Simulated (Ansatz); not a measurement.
# BiCl (built on the sites of a database entry of InCl): the cell at rest, part 2 of 2

Aim: bring BiCl (built on the sites of a database entry of InCl) to small forces and stress, as phonons need.

Ansatz 0.2.0; DFT PBE+D3(BJ), scalar-relativistic, plane waves, PAW.

So far. Step 2 (A coarse first look): The coarse mesh shows no gap and a pressure of -3.1 GPa.

The structure was built from a prototype and need not be the compound's stable phase.

### Step 4. Relaxation (continued)

Valence density in the ab plane of the cell as run, not the conventional one, at fractional z = 0.250, with atoms of Bi and Cl within 0.2 Å of it. It is the smooth field of the valence electrons, not physical close to the nuclei.

Values in e/Å³, 10 rows by 16 columns, each cell a mean:
```
0.0 0.0 0.1 0.1 0.0 0.0 0.0 0.0 0.1 0.1 0.4 0.7 0.7 0.4 0.1 0.0
0.1 0.1 0.1 0.0 0.0 0.0 0.0 0.0 0.1 0.1 0.2 0.1 0.1 0.1 0.0 0.0
0.1 0.0 0.0 0.0 0.0 0.0 0.1 0.1 0.1 0.1 0.1 0.1 0.1 0.1 0.1 0.1
0.0 0.0 0.0 0.0 0.0 0.1 0.1 0.1 0.1 0.1 0.2 0.4 0.4 0.3 0.2 0.1
0.0 0.0 0.0 0.1 0.1 0.1 0.1 0.2 0.3 0.9 2.4 3.1 1.7 0.5 0.1 0.0
0.1 0.1 0.1 0.1 0.1 0.1 0.2 0.5 2.2 5.6 6.6 3.8 1.0 0.2 0.1 0.1
0.6 0.4 0.2 0.1 0.1 0.1 0.4 2.2 5.2 5.7 3.1 0.7 0.2 0.1 0.3 0.5
1.3 0.5 0.1 0.1 0.1 0.2 0.7 1.7 1.9 1.0 0.3 0.1 0.2 0.8 1.3 1.6
0.6 0.1 0.0 0.0 0.1 0.2 0.3 0.3 0.2 0.1 0.1 0.4 1.2 1.1 0.9 1.4
0.1 0.0 0.0 0.1 0.1 0.1 0.1 0.0 0.0 0.1 0.3 1.0 1.6 1.4 1.1 0.4
```
Columns run along a (6.9 Å), rows up along b (6.9 Å). Atoms in or near the plane, at fractional coordinates: Bi at (0.60, 0.40), Cl at (0.87, 0.13).

Electrostatic potential energy in the ab plane of the cell as run, not the conventional one, at fractional z = 0.250, with atoms of Bi and Cl within 0.2 Å of it. With pseudopotentials it is smooth inside the atoms' cores, unlike the true potential.

Ten even steps from '_' (-68 eV) to '@' (12 eV), each cell a mean:
```
@@@@@@@@@@@@@@@@@@@@@@@@@@%%##%%@@@@@@
@@@@@@@@@@@@@@@@@@@@@@@@@@@@@@@@@@@@@@
@@@@@@@@@@@@@@@@@@@@@@@@@@@@@@@@@@@@@@
@@@@@@@@@@@@@@@@@@@@@@@@@@@@@@@@@@@@@@
@@@@@@@@@@@@@@@@@@@@@@@@@@@@@@@@@@@@@@
@@@@@@@@@@@@@@@@@@@@@@@@@@@@@@@@@@@@@@
@@@@@@@@@@@@@@@@@@@@@@@@@@%%%%%%%%@@@@
@@@@@@@@@@@@@@@@@@@@@@@@%%****##%%@@@@
@@@@@@@@@@@@@@@@@@@@%%##--::--**%%@@@@
@@@@@@@@@@@@@@@@@@%%**::____--##@@@@@@
@@@@@@@@@@@@@@@@%%**::______++%%@@@@@@
@@@@@@@@@@@@@@@@##--______==%%@@@@@@@@
%%@@@@@@@@@@@@%%++______--##@@@@@@@@%%
**%%@@@@@@@@@@##==....==%%@@@@@@@@##++
**%%@@@@@@@@%%##++++**%%@@@@@@%%**----
##@@@@@@@@@@%%%%##%%%%@@@@@@%%++--::--
@@@@@@@@@@@@@@@@@@@@@@@@@@@@**--::--**
@@@@@@@@@@@@@@@@@@@@@@@@@@%%==----++%%
@@@@@@@@@@@@@@@@@@@@@@@@@@##====**@@@@
```
Columns run along a (6.9 Å; values clipped at the 3rd and 97th percentile), rows up along b (6.9 Å). Atoms in or near the plane, at fractional coordinates: Bi at (0.60, 0.40), Cl at (0.87, 0.13).

In this step the volume went from 28.25 to 28.26 Å³/atom.

### Step 5. Tight relaxation

Phonons need a cell at rest on their own settings, so the relaxation is repeated with tight tolerances on forces and stress, using the mesh and the filling of the phonon run that follows.

Contents of input.yaml:

```yaml
crystal:
  lattice:
    - [2.5027524589, -6.4299674193, 0.0]
    - [2.5027524589, 6.4299674193, 0.0]
    - [0.0, 0.0, 3.5125803458]
  atoms:
    - { symbol: Bi, position: [0.3993916768, 0.6006083232, 0.75] }
    - { symbol: Bi, position: [0.6006083232, 0.3993916768, 0.25] }
    - { symbol: Cl, position: [0.867920041, 0.132079959, 0.25] }
    - { symbol: Cl, position: [0.132079959, 0.867920041, 0.75] }
kpoints:
  mp_grid: { grid: [12, 12, 12] }
hamiltonian:
  xc: pbe
  dispersion: d3bj
scf:
  occupations: { method: methfessel_paxton, width: 0.2 }
output:
  forces: true
  stress: true
  eigenvalues: true
relax:
  adjacent_minimum: "off"
  f_tol: 0.001
  max_steps: 60
  cell: { stress_tol: 0.01 }
```

Started as:

```bash
ansatz run input.yaml --threads 4 --pin off --max-ram 14336MiB --backend cpu --events-out ev --progress --plain --runs-dir out
```

Numbers of over 12 decimals in the logs are rounded to 6 here.

Log:

```text
[...]
Crystal: 4 atoms, lattice volume = 113.053 Å³
Basis set: ecut = 420 eV, 2227 PW (Γ), exchange–correlation on 96×96×48 points (8 copies of the dense FFT grid, shifted against one another)
Bands: 27, of which v1, the nominal top of the filled ones, is band 22 counted from 1 (21 counted from 0)
Symmetry: 8 space group operations
[...]
k-points: 301 of 1728
[...]
--- Relaxed structure (4 steps of the walk, 4 accepted, 1 SCFs on fresh bases) ---
[...]
cell:  # Å, volume = 113.0806 Å³
    - [2.502506, -6.432891, 0]
    - [2.502506, 6.432891, 0]
    - [0, 0, 3.512180]
  atoms:
    - { symbol: Bi, position: [0.399419, 0.600581, 0.750000] }
    - { symbol: Bi, position: [0.600581, 0.399419, 0.25] }
    - { symbol: Cl, position: [0.867677, 0.132323, 0.25] }
    - { symbol: Cl, position: [0.132323, 0.867677, 0.750000] }
[key lines of the parts left out:]
SCF converged after 6 iterations
Free energy (F): -26954.903273 eV
Fermi energy:    8.317861 eV
P = ⅓ Tr σ = 0.0002 GPa (0.002 kbar)
```

Elapsed: 51 s, on 4 threads of Intel Xeon Platinum 8223CL at 3.00GHz (Skylake/Cascade Lake), shared host; peak memory 1 GiB.

Little changed from the start: no atom moved by 0.005 Å and no cell edge by 0.1 %.

Numbers from this step:

```
pressure        : 1.77e-4 GPa
volume per atom : 28.27 Å³
```

The largest force component left is 0.076 meV/Å and the pressure is 0.000 GPa, within the tolerances set. The cell now holds 28.27 Å³/atom.

### Step 6. What came out

| Item | Value |
| --- | --- |
| space group after relaxation (within 0.01 Å) | Cmcm |
| lattice constant a | 5.005 Å |
| lattice constant b | 12.866 Å |
| lattice constant c | 3.512 Å |
| volume per atom | 28.3 Å³ |

In words: The largest force component left is 0.076 meV/Å and the pressure is 0.000 GPa, within the tolerances set. The cell now holds 28.27 Å³/atom. The relaxation keeps the symmetry of its start, so it says nothing on stability against lower symmetry. Spin-orbit coupling is left out, which can matter for the heavy elements here. The starting cell was built on a prototype and not taken from a measurement, so the phase need not exist.

[Logs are printed without paths, hosts, clocks, repeated set-up lines and the standing remarks that a program may print on its own settings, such as how far it seeks lower states.]

[Hosts, paths, dates, database ids (printed as entryN), source tags and the programs' standing remarks are cut or masked in the printed files.]
